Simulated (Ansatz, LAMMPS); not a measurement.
# Gap against volume in glassy 78SiO2-6Li2O-6CaO-6SrO-3SnO2 (mol %) (92 atoms)

Density of this cell: 2.66 g/cm³. The cell holds 92 atoms: 25 Si, 4 Li, 2 Ca, 2 Sr, 1 Sn and 58 O. Cell: a = 11.052 Å, b = 10.428 Å, c = 10.992 Å, α = 91.7°, β = 89.6°, γ = 90.2°. The starting structure: 92 atoms (25 Si, 4 Li, 2 Ca, 2 Sr, 1 Sn, 58 O) placed at random at 2.57 g/cm³, melted at 4000 K for 10 ps at fixed volume with the Morse and Coulomb pair potential with partial charges (Pedone, Malavasi, Menziani, Cormack and Segre, J. Phys. Chem. B 110, 11780 (2006)). Quenched from 4000 K to 300 K at 10 K/ps and fixed volume, held 10 ps at zero pressure.

Calculated with Ansatz 0.2.0: Kohn-Sham DFT, PBE, PAW (set soft_2), plane waves; cutoff 420 eV, Γ point, fixed occupations. The relaxed cell was scaled evenly and the atoms were relaxed at each volume. The gap is that between the highest filled and the lowest empty Kohn-Sham level on the run's k-points.

```
volume (Å³/atom)  gap (eV)
          12.388               3.293
          12.938               3.043
          13.351                   ?
          13.764               2.714
          14.177               2.584
          14.590               2.473
```

Task: Fit a straight line in ln V to the rows given and interpolate to the withheld row.

Worked fit:

A volume deformation potential makes the spacing linear in u = ln(V/V0), with V0 = 13.764 Å³ the relaxed volume; v is the spacing.

```
u = ln(V/V0)  v (eV)
   -0.105360  3.2932
  -0.0618759  3.0432
           0  2.7141
   0.0295594  2.5844
   0.0582686  2.4732
```

With n = 5: mean u = -0.0158817, mean v = 2.82162, Σ(u − ū)² = 0.017937, Σ(u − ū)(v − v̄) = -0.090710. Slope b = -0.090710 / 0.017937 = -5.0571; intercept a = v̄ − b ū = 2.7413.

At the withheld volume u = -0.03046, and v = a + b u.

Prediction at 13.351: 2.895 eV. The run gave 2.886 eV, so the fit is high by 0.0096 eV (0.33 % of the value).

The slope, -5.06 eV, says that the spacing narrows on expansion. Among the rows given, the largest miss of the fit is at 13.764, by 0.027 eV (3.3 % of the range of the table).

Limits: The table spans 16 % in volume, wide for a linear law. Semilocal functionals tend to put gaps under measured ones. Only the Γ point is sampled. Atoms move by up to 0.7 Å in these relaxations, so the structure changes along the series. Defect or tail levels can set the spacing of a disordered cell.

[Logs are printed without paths, hosts, clocks, repeated set-up lines and the standing remarks that a program may print on its own settings, such as how far it seeks lower states.]

[Hosts, paths, dates, database ids (printed as entryN), source tags and the programs' standing remarks are cut or masked in the printed files.]
